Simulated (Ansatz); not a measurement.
# 1T-TiTe2 monolayer in a perpendicular field

What dipole does a perpendicular field induce in the 1T-TiTe2 monolayer? A positive field points along +c.

Main program and level: Ansatz 0.2.0; plane-wave DFT, PBE-D3(BJ), Ansatz PAW (set soft_1); PAW set soft_1.

**1. Set-up**

The cell holds 3 atoms: 2 Te and 1 Ti. Cell: a = 3.750 Å, b = 3.750 Å, c = 38.376 Å, α = 90.0°, β = 90.0°, γ = 120.0°. Vacuum lies along c.

**2. Relaxing the slab**

The starting cell is a guess, so the in-plane lattice and the atoms are relaxed first, with the slab cut off from its images along the normal.

Contents of input.yaml:

```yaml
crystal:
  lattice:
    - [3.75, 0.0, 0.0]
    - [-1.875, 3.2475952642, 0.0]
    - [0.0, 0.0, 38.3759216517]
  atoms:
    - { symbol: Te, position: [0.6666666667, 0.3333333333, 0.4521064056] }
    - { symbol: Ti, position: [0.0, 0.0, 0.5] }
    - { symbol: Te, position: [0.3333333333, 0.6666666667, 0.5478935944] }
  periodic: [true, true, false]
kpoints:
  mp_grid: { grid: [12, 12, 1] }
hamiltonian:
  xc: pbe
  dispersion: d3bj
  pseudopotentials: { kind: paw, azcp: { folder: soft_1 } }
scf:
  occupations: { method: fermi_dirac, width: 0.05 }
  convergence: { dr2_threshold: 1.0e-09 }
relax:
  f_tol: 0.004
  max_steps: 90
  cell: {}
output:
  write_potential: true
  write_density: true
  volumetric_format: npy
```

Command:

```sh
ansatz run input.yaml --threads 2 --pin off --max-ram 3072MiB --backend cpu --events-out ev --progress --plain --runs-dir out
```

Numbers of over 12 decimals in the logs are rounded to 6 here.

The log of the run:

```text
Warning: relax.cell: scf.convergence.dr2_threshold = 1e-9 eV is looser than the 1.60401360092e-10 eV advised for a relaxation that steers and ends on the stress (1e-10 eV for each atom of the cell: 3, times the square of relax.cell.stress_2d_tol = 0.05 N/m over 13.7 Å (the atoms' height at the walk's start and 5 Å past either face), 3.656e-2 GPa, over a crystal's default 0.05). What an SCF threshold leaves in a stress goes as its square root, and in the free energy as the threshold itself, and one threshold admits the most on a small cell: [figures from the program's tests cut] Set scf.convergence.dr2_threshold to 1.60401360092e-10 eV or tighter. [rest of the remark cut]
Engine: ansatz 0.2.0, aarch64-unknown-linux-gnu
Pseudopotentials: kind: paw
Pseudopotential: Te, paw, valence charge 16, recommended cutoff 420 eV (normal), soft_1/Te.paw.azcp
Pseudopotential: Ti, paw, valence charge 12, recommended cutoff 420 eV (normal), soft_1/Ti.paw.azcp
Functional definition: PBE
  parameter kappa = 0.804
  parameter beta = 0.066725
  exchange = pbe_x(kappa = kappa, mu = beta*pi^2/3)
  correlation = pbe_c(beta = beta)
Crystal: 3 atoms, lattice volume = 467.360 Å³
Basis set: ecut = 420 eV, 9177 PW (Γ), exchange–correlation on 54×54×540 points (8 copies of the dense FFT grid, shifted against one another)
Bands: 27, of which v1, the nominal top of the filled ones, is band 22 counted from 1 (21 counted from 0)
Symmetry: 12 space group operations
Space group: P-3m1 (ITA 164), of the structure as read, at distance tolerance 7.8e-5 Å
k-points: 19 of 144
Non-local potential: Te, projectors of the file, l = 0: 2, l = 1: 2, l = 2: 2, l = 3: 1
Non-local potential: Ti, projectors of the file, l = 0: 3, l = 1: 2, l = 2: 3, l = 3: 1
PAW form: soft (Blöchl's): semilocal exchange-correlation on the pseudo side does not see the compensation charge
PAW one-centre angular grid: Te, 590 points (default); XC on 64 Gauss nodes
PAW one-centre angular grid: Ti, 590 points (default); XC on 64 Gauss nodes
Initial density: superposition of atomic densities (neutral atoms: chi_scale 0, normalization atom)
Initial wavefunctions: pseudopotential atomic-orbital guess
Functional: x = pbe(κ = 0.804, μ = 0.219515), c = pbe(β = 0.066725)
SCF iter   1: F=—  HF=-16463.101816 eV  |F-HF|=—  |Δ(HF+E_count)|=         —  Δρ=1.18e-2  dr2=1.37e0  ethr=3.10e-3  ⟨swp⟩=15.4  Hψ=3466  notcnv=0
preconditioner: auto → LDOS  [metal: Δε(μ)=0.047 eV  Ē_g=6.084 eV  σ=0.050 eV  W_gap=0.23  n_scr=22 (ndim 8)  ℏωp=6.9 eV  f_vac=0.787  D(μ)=1.39/eV (n_scr^D=8)  β→1.0]
SCF iter   2: F=—  HF=-16463.403732 eV  |F-HF|=—  |Δ(HF+E_count)|=   3.02e-1  Δρ=1.15e-2  dr2=4.35e0  ethr=3.10e-3  ⟨swp⟩=4.7  Hψ=1675  notcnv=0  recentre
SCF iter   3: F=—  HF=-16462.828497 eV  |F-HF|=—  |Δ(HF+E_count)|=   5.75e-1  Δρ=3.74e-3  dr2=1.49e-1  ethr=3.10e-3  ⟨swp⟩=4.7  Hψ=1381  notcnv=0
SCF iter   4: F=—  HF=-16462.808163 eV  |F-HF|=—  |Δ(HF+E_count)|=   2.03e-2  Δρ=1.22e-3  dr2=9.61e-3  ethr=3.39e-4  ⟨swp⟩=3.2  Hψ=963  notcnv=0
SCF iter   5: F=—  HF=-16462.806739 eV  |F-HF|=—  |Δ(HF+E_count)|=   1.42e-3  Δρ=1.84e-4  dr2=1.03e-4  ethr=2.18e-5  ⟨swp⟩=3.7  Hψ=1029  notcnv=0
SCF iter   6: F=—  HF=-16462.806879 eV  |F-HF|=—  |Δ(HF+E_count)|=   1.40e-4  Δρ=5.11e-5  dr2=5.13e-6  ethr=2.34e-7  ⟨swp⟩=3.1  Hψ=1081  notcnv=0
SCF iter   7: F=—  HF=-16462.806895 eV  |F-HF|=—  |Δ(HF+E_count)|=   1.63e-5  Δρ=1.61e-5  dr2=1.91e-6  ethr=1.17e-8  ⟨swp⟩=3.0  Hψ=1055  notcnv=0
SCF iter   8: F=—  HF=-16462.806910 eV  |F-HF|=—  |Δ(HF+E_count)|=   1.46e-5  Δρ=2.16e-6  dr2=1.75e-8  ethr=4.33e-9  ⟨swp⟩=3.3  Hψ=1171  notcnv=0
SCF iter   9: F=—  HF=-16462.806910 eV  |F-HF|=—  |Δ(HF+E_count)|=   8.18e-8  Δρ=6.01e-7  dr2=3.23e-9  ethr=3.99e-11  ⟨swp⟩=3.4  Hψ=1161  notcnv=0
SCF iter  10: F=-16462.806910 eV  HF=-16462.806910 eV  |F-HF|=1.25e-9  |Δ(HF+E_count)|=   6.71e-9  Δρ=1.15e-7  dr2=6.69e-11  ethr=2.27e-12  ⟨swp⟩=11.6  Hψ=3743  notcnv=0
SCF 1 converged in 10 iterations: F = -16462.806910 eV  dr2 = 6.69e-11
  greatest PAW one-centre occupation: 0.999 electrons in one spin orbital (limit 2), on the Ti atom at site 1 (counted from 0), in its partial waves of l = 0
relax step   1: F+E_penalty+E_count = -16462.80691018 eV  Δ(F+E_penalty+E_count) = +0.000e0 eV  max|allowed force component| = 8.470e-1 eV/Å  Δτ_max = 0.0000 Å  P = -2.821 N/m  Ω = 467.360 Å³  fix = [c, alpha, beta]  reactions: c -0.000 N/m  (10 SCF iters, accepted)
Crystal: 3 atoms, lattice volume = 460.964 Å³
Basis set: ecut = 420 eV, 9045 PW (Γ), exchange–correlation on 54×54×540 points (8 copies of the dense FFT grid, shifted against one another)
Initial density: handed on by an earlier stage of this run
Initial wavefunctions: those handed on with the density
iter 1 solved again at ethr=1.02e-3 eV; its pass at ethr=3.10e-3 eV (dr2=4.50e-1 eV) is discarded
SCF iter   1: F=—  HF=-16462.859140 eV  |F-HF|=—  |Δ(HF+E_count)|=         —  Δρ=6.44e-3  dr2=4.53e-1  ethr=1.02e-3  ⟨swp⟩=2.0  Hψ=3900  notcnv=0
preconditioner: auto → LDOS  [metal: Δε(μ)=0.071 eV  Ē_g=6.233 eV  σ=0.050 eV  W_gap=0.34  n_scr=22 (ndim 8)  ℏωp=6.9 eV  f_vac=0.804  D(μ)=1.42/eV (n_scr^D=8)  β→1.0]
SCF iter   2: F=—  HF=-16462.866190 eV  |F-HF|=—  |Δ(HF+E_count)|=   7.05e-3  Δρ=6.03e-3  dr2=4.89e-1  ethr=1.02e-3  ⟨swp⟩=3.7  Hψ=885  notcnv=0
SCF iter   3: F=—  HF=-16462.817621 eV  |F-HF|=—  |Δ(HF+E_count)|=   4.86e-2  Δρ=7.12e-4  dr2=8.21e-3  ethr=1.02e-3  ⟨swp⟩=2.9  Hψ=899  notcnv=0
SCF iter   4: F=—  HF=-16462.815574 eV  |F-HF|=—  |Δ(HF+E_count)|=   2.05e-3  Δρ=3.37e-4  dr2=1.27e-3  ethr=1.87e-5  ⟨swp⟩=4.5  Hψ=1302  notcnv=0
SCF iter   5: F=—  HF=-16462.815271 eV  |F-HF|=—  |Δ(HF+E_count)|=   3.03e-4  Δρ=6.64e-5  dr2=1.06e-4  ethr=2.88e-6  ⟨swp⟩=3.9  Hψ=1081  notcnv=0
SCF iter   6: F=—  HF=-16462.815266 eV  |F-HF|=—  |Δ(HF+E_count)|=   4.29e-6  Δρ=1.73e-5  dr2=1.80e-6  ethr=2.41e-7  ⟨swp⟩=3.1  Hψ=819  notcnv=0
SCF iter   7: F=—  HF=-16462.815281 eV  |F-HF|=—  |Δ(HF+E_count)|=   1.44e-5  Δρ=4.25e-6  dr2=1.58e-7  ethr=4.08e-9  ⟨swp⟩=4.1  Hψ=1478  notcnv=0
SCF iter   8: F=—  HF=-16462.815281 eV  |F-HF|=—  |Δ(HF+E_count)|=   1.18e-7  Δρ=7.09e-7  dr2=6.63e-9  ethr=3.58e-10  ⟨swp⟩=3.1  Hψ=1073  notcnv=0
SCF iter   9: F=-16462.815281 eV  HF=-16462.815281 eV  |F-HF|=2.39e-9  |Δ(HF+E_count)|=   1.62e-8  Δρ=1.10e-7  dr2=4.88e-11  ethr=2.27e-12  ⟨swp⟩=13.3  Hψ=4044  notcnv=0
SCF 2 converged in 9 iterations: F = -16462.815281 eV  dr2 = 4.88e-11
[...]
SCF iter   2: F=—  HF=-16462.926499 eV  |F-HF|=—  |Δ(HF+E_count)|=   5.50e-3  Δρ=3.37e-3  dr2=1.56e-1  ethr=2.35e-4  ⟨swp⟩=3.7  Hψ=895  notcnv=0
SCF iter   3: F=—  HF=-16462.913482 eV  |F-HF|=—  |Δ(HF+E_count)|=   1.30e-2  Δρ=5.85e-4  dr2=5.11e-3  ethr=2.35e-4  ⟨swp⟩=3.2  Hψ=883  notcnv=0
SCF iter   4: F=—  HF=-16462.912846 eV  |F-HF|=—  |Δ(HF+E_count)|=   6.36e-4  Δρ=1.54e-4  dr2=2.43e-4  ethr=1.16e-5  ⟨swp⟩=3.0  Hψ=794  notcnv=0
SCF iter   5: F=—  HF=-16462.912777 eV  |F-HF|=—  |Δ(HF+E_count)|=   6.85e-5  Δρ=3.32e-5  dr2=4.57e-6  ethr=5.53e-7  ⟨swp⟩=4.3  Hψ=1154  notcnv=0
SCF iter   6: F=—  HF=-16462.912786 eV  |F-HF|=—  |Δ(HF+E_count)|=   8.78e-6  Δρ=8.84e-6  dr2=2.06e-7  ethr=1.04e-8  ⟨swp⟩=3.4  Hψ=1002  notcnv=0
SCF iter   7: F=—  HF=-16462.912799 eV  |F-HF|=—  |Δ(HF+E_count)|=   1.28e-5  Δρ=1.31e-6  dr2=6.67e-9  ethr=4.68e-10  ⟨swp⟩=3.3  Hψ=1057  notcnv=0
SCF iter   8: F=-16462.912799 eV  HF=-16462.912799 eV  |F-HF|=2.62e-9  |Δ(HF+E_count)|=   6.53e-8  Δρ=1.70e-7  dr2=6.43e-11  ethr=2.27e-12  ⟨swp⟩=13.1  Hψ=4148  notcnv=0
SCF 3 converged in 8 iterations: F = -16462.912799 eV  dr2 = 6.43e-11
relax step   3: F+E_penalty+E_count = -16462.91279906 eV  Δ(F+E_penalty+E_count) = -9.752e-2 eV  max|allowed force component| = 7.291e-2 eV/Å  Δτ_max = 0.1156 Å  P = -0.661 N/m  Ω = 457.596 Å³  energy of the carried Pulay correction = +3.156e-4 eV  fix = [c, alpha, beta]  reactions: c -0.000 N/m  (8 SCF iters, accepted)
[...]
relax step   4: F+E_penalty+E_count = -16462.91609247 eV  Δ(F+E_penalty+E_count) = -3.293e-3 eV  max|allowed force component| = 1.471e-2 eV/Å  Δτ_max = 0.0011 Å  P = -0.259 N/m  Ω = 453.273 Å³  energy of the carried Pulay correction = +4.590e-4 eV  fix = [c, alpha, beta]  reactions: c -0.000 N/m  (8 SCF iters, accepted)
[...]
relax step   5: F+E_penalty+E_count = -16462.91686542 eV  Δ(F+E_penalty+E_count) = -7.729e-4 eV  max|allowed force component| = 3.219e-3 eV/Å  Δτ_max = 0.0042 Å  P = +0.009 N/m  Ω = 449.826 Å³  energy of the carried Pulay correction = +5.749e-4 eV  fix = [c, alpha, beta]  reactions: c +0.000 N/m  (8 SCF iters, accepted)
Basis set: ecut = 420 eV, 8781 PW (Γ), exchange–correlation on 50×50×540 points (8 copies of the dense FFT grid, shifted against one another)
Initial wavefunctions: pseudopotential atomic-orbital guess (no wavefunctions were taken with the density)
iter 1 solved again at ethr=5.73e-7 eV; its pass at ethr=3.10e-3 eV (dr2=2.52e-4 eV) is discarded
SCF iter   1: F=—  HF=-16462.916216 eV  |F-HF|=—  |Δ(HF+E_count)|=         —  Δρ=1.79e-5  dr2=3.47e-7  ethr=5.73e-7  ⟨swp⟩=6.1  Hψ=5395  notcnv=0
eigensolver tolerance schedule: the retry pair's looser diagonalisation over-reported the residual by 726.68 of it (diagonalisation noise at 0.16 of the residual, at the tolerance the schedule requests for it); recorded, not acted on — ethr = c·dr2/N_el stays at c = 1.0e-1
preconditioner: auto → LDOS  [metal: Δε(μ)=0.073 eV  Ē_g=6.275 eV  σ=0.050 eV  W_gap=0.35  n_scr=22 (ndim 8)  ℏωp=7.0 eV  f_vac=0.795  D(μ)=1.26/eV (n_scr^D=8)  β→1.0]
SCF iter   2: F=—  HF=-16462.916229 eV  |F-HF|=—  |Δ(HF+E_count)|=   1.38e-5  Δρ=1.28e-5  dr2=8.05e-7  ethr=7.88e-10  ⟨swp⟩=4.9  Hψ=1607  notcnv=0
SCF iter   3: F=—  HF=-16462.916229 eV  |F-HF|=—  |Δ(HF+E_count)|=   2.71e-7  Δρ=2.57e-6  dr2=3.61e-8  ethr=7.88e-10  ⟨swp⟩=2.6  Hψ=987  notcnv=0
SCF iter   4: F=—  HF=-16462.916229 eV  |F-HF|=—  |Δ(HF+E_count)|=   9.04e-8  Δρ=7.72e-7  dr2=1.28e-8  ethr=8.21e-11  ⟨swp⟩=3.3  Hψ=1148  notcnv=0
SCF iter   5: F=-16462.916229 eV  HF=-16462.916229 eV  |F-HF|=3.50e-9  |Δ(HF+E_count)|=   4.34e-9  Δρ=3.28e-7  dr2=7.71e-10  ethr=2.27e-12  ⟨swp⟩=14.8  Hψ=4849  notcnv=0
SCF 6 converged in 5 iterations: F = -16462.916229 eV  dr2 = 7.71e-10
relax step   6: F+E_penalty+E_count = -16462.91622924 eV  Δ(F+E_penalty+E_count) = +6.362e-4 eV  max|allowed force component| = 3.379e-3 eV/Å  Δτ_max = 0.0000 Å  P = +0.012 N/m  Ω = 449.826 Å³  fix = [c, alpha, beta]  reactions: c +0.000 N/m  stress off target by 1.19e-2 N/m on what of the cell is left free  SCF on the basis re-selected at this cell (its energy is not comparable with the rows above)  (5 SCF iters)
basis re-selected at this cell: Δ(F+E_penalty+E_count) = +6.362e-4 eV, ΔP = +0.003 N/m vs the last step (what re-selecting the basis moved, of the pressure what is left beyond the Pulay correction that the steps carried, after the strain that the cell walked since its last selection, with what the two solves' SCF thresholds leave and, on support functions, any second-order correction that the steps lacked; it is no measure of the basis error at this ecutwfc). The dense FFT grid was sized anew with the basis: this SCF ran on 25×25×270 points, the steps before it on 27×27×270, so part of this shift can come from that change (see relax.cell in the input reference). [rest of the remark cut]
WARN: The output density's exchange-correlation potential varies sharply where the density is thin. Do not read a vacuum level from v_tot or v_xc, or from such a field of the output density. On a cell that repeats whose density bears no net charge and no dipole along the vacuum's axis use v_es (v_loc + v_h of the components); under efield.dipole_correction with no amplitude use v_es + v_field, which holds any externa [...]
SCF converged after 5 iterations
Free energy (F): -16462.916229 eV
Harris-Foulkes:  -16462.916229 eV  (|F-HF|=3.50e-9)
Internal energy: -16462.905715 eV  (E = F + TS)
E sigma→0 (E₀):  -16462.910972 eV
Entropy (-TS):   -0.010514 eV (-3.505 meV/atom)
Fermi energy:    -4.767389 eV
--- Per-component energies (eV) ---
  E_band       = -1326.465380
  E_kinetic    = 624.788148
  E_local      = -120152.953326  (includes V_loc(G=0)·N_el)
  E_nonlocal   = 193.547527
  E_hartree    = 59662.457022
  E_xc         = -360.854138
  E_vxc        = -349.029265  (∫ρ·V_xc dr)
  E_paw        = -10385.870070  (= ΣΔE_a)
  E_vpaw       = -967.734469  (= ΣTr[D̂ρ^β])
  E_aug_tail   = 0.000102  (compensation charges beyond the density's cutoff)
  E_ewald      = 53957.057888
  E_disp       = -1.078869  (pairwise vdW)
  E_smearing   = -0.010514  (= −TS)
  E_closure    = 0.000000  (closes the sum)
  Σ components = -16462.916229   (vs F -16462.916229, Δ=0.00e0)
--- Forces (eV/Å), atoms counted from 1 ---
  atom   1  Te    -0.00000000     0.00000000    -0.00337925
  atom   2  Ti     0.00000000     0.00000000     0.00000000
  atom   3  Te     0.00000000    -0.00000000     0.00337925
  max |Σ_I F_I| component: 3.16e-30 eV/Å
--- 2D stress c σ (N/m, compression-positive) ---
        0.011911      -0.000000       0.000000
       -0.000000       0.011911       0.000000
        0.000000       0.000000       0.000000
  P = ½ c Tr σ = 0.0119 N/m
--- Band table (eV; the first three rows and the last of 19) ---
  k-point 0: bands = [... 18 lower, -6.1169, -6.1169, -4.3276, -4.2697, -4.2697, -3.4045, -3.4045, -1.2323, ... 1 higher]
  k-point 1: bands = [... 18 lower, -6.1066, -5.9184, -4.7358, -4.4827, -4.3275, -3.4828, -3.2753, -1.7178, ... 1 higher]
  k-point 2: bands = [... 18 lower, -6.0989, -5.9668, -5.7134, -4.8486, -4.4144, -3.4756, -3.1548, -2.3609, ... 1 higher]
  k-point 18: bands = [... 18 lower, -8.5187, -7.6254, -6.7709, -6.7709, -3.5398, -3.4990, -3.4990, -2.2326, ... 1 higher]
  the weakly bound empty levels are not read free of the cell's end (no_gap_told)
--- Relaxed structure (5 steps of the walk, 5 accepted, 1 SCFs on fresh bases) ---
  F+E_penalty+E_count = -16462.91622924 eV   max|allowed force component| = 3.379e-3 eV/Å   (the final SCF, on the basis selected at the relaxed cell)
  cell:  # Å, volume = 449.8261 Å³
    - [3.678982, 0.0, 0]
    - [-1.839491, 3.186092, 0]
    - [0, 0, 38.3759216517]
  atoms:
    - { symbol: Te, position: [0.666667, 0.333333, 0.454089] }
    - { symbol: Ti, position: [0, 0, 0.5] }
    - { symbol: Te, position: [0.333333, 0.666667, 0.545911] }
```

The job ended after 46 s (2 threads of Arm Neoverse V1, shared host; peak memory 0.78 GiB).

Relaxation path:

```csv
step,energy less that of the first step (eV),largest force component (eV/Å),volume (Å³)
1,0.0000,0.8470,467.36
2,-0.0084,0.9583,460.96
3,-0.1059,0.0729,457.60
4,-0.1092,0.0147,453.27
5,-0.1100,0.0032,449.83
6*,-0.1093,0.0034,449.83
```

Relaxation steps marked * repeat the geometry before them on a plane-wave basis chosen anew for their cell, so energy and pressure can jump there.

The run keeps the 12 symmetry operations that it works with, so distortions that break them were not tested.

```
cell as run  before  after  change
      a (Å)   3.750  3.679  -1.9 %
      b (Å)   3.750  3.679  -1.9 %
```

The atoms that moved most (Å, along periodic axes as changes of fractional coordinates times the final cell, across vacuum about the mean position):

```
atom     dx     dy      dz  length
 Te3  0.000  0.000  -0.076   0.076
 Te1  0.000  0.000   0.076   0.076
```

The relaxed structure:

```xyz
3
Lattice="3.6790 0.0000 0.0000 -1.8395 3.1861 0.0000 0.0000 0.0000 38.3759" Properties=species:S:1:pos:R:3
Te    1.8395    1.0620   17.4261
Ti    0.0000    0.0000   19.1880
Te    0.0000    2.1241   20.9498
```

Numbers from this step:

```
energy at zero smearing : -16462.9110 eV
```

The lattice constant a goes from 3.750 to 3.679 Å.

[end of part 1 of 2]

[Logs are printed without paths, hosts, clocks, repeated set-up lines and the standing remarks that a program may print on its own settings, such as how far it seeks lower states.]

[Hosts, paths, dates, database ids (printed as entryN), source tags and the programs' standing remarks are cut or masked in the printed files.]

[Maps of the electrostatic potential energy from Ansatz leave out the sawtooth potential of an applied field or a dipole correction, so their vacuum need not be flat; planar profiles and work functions include it.]
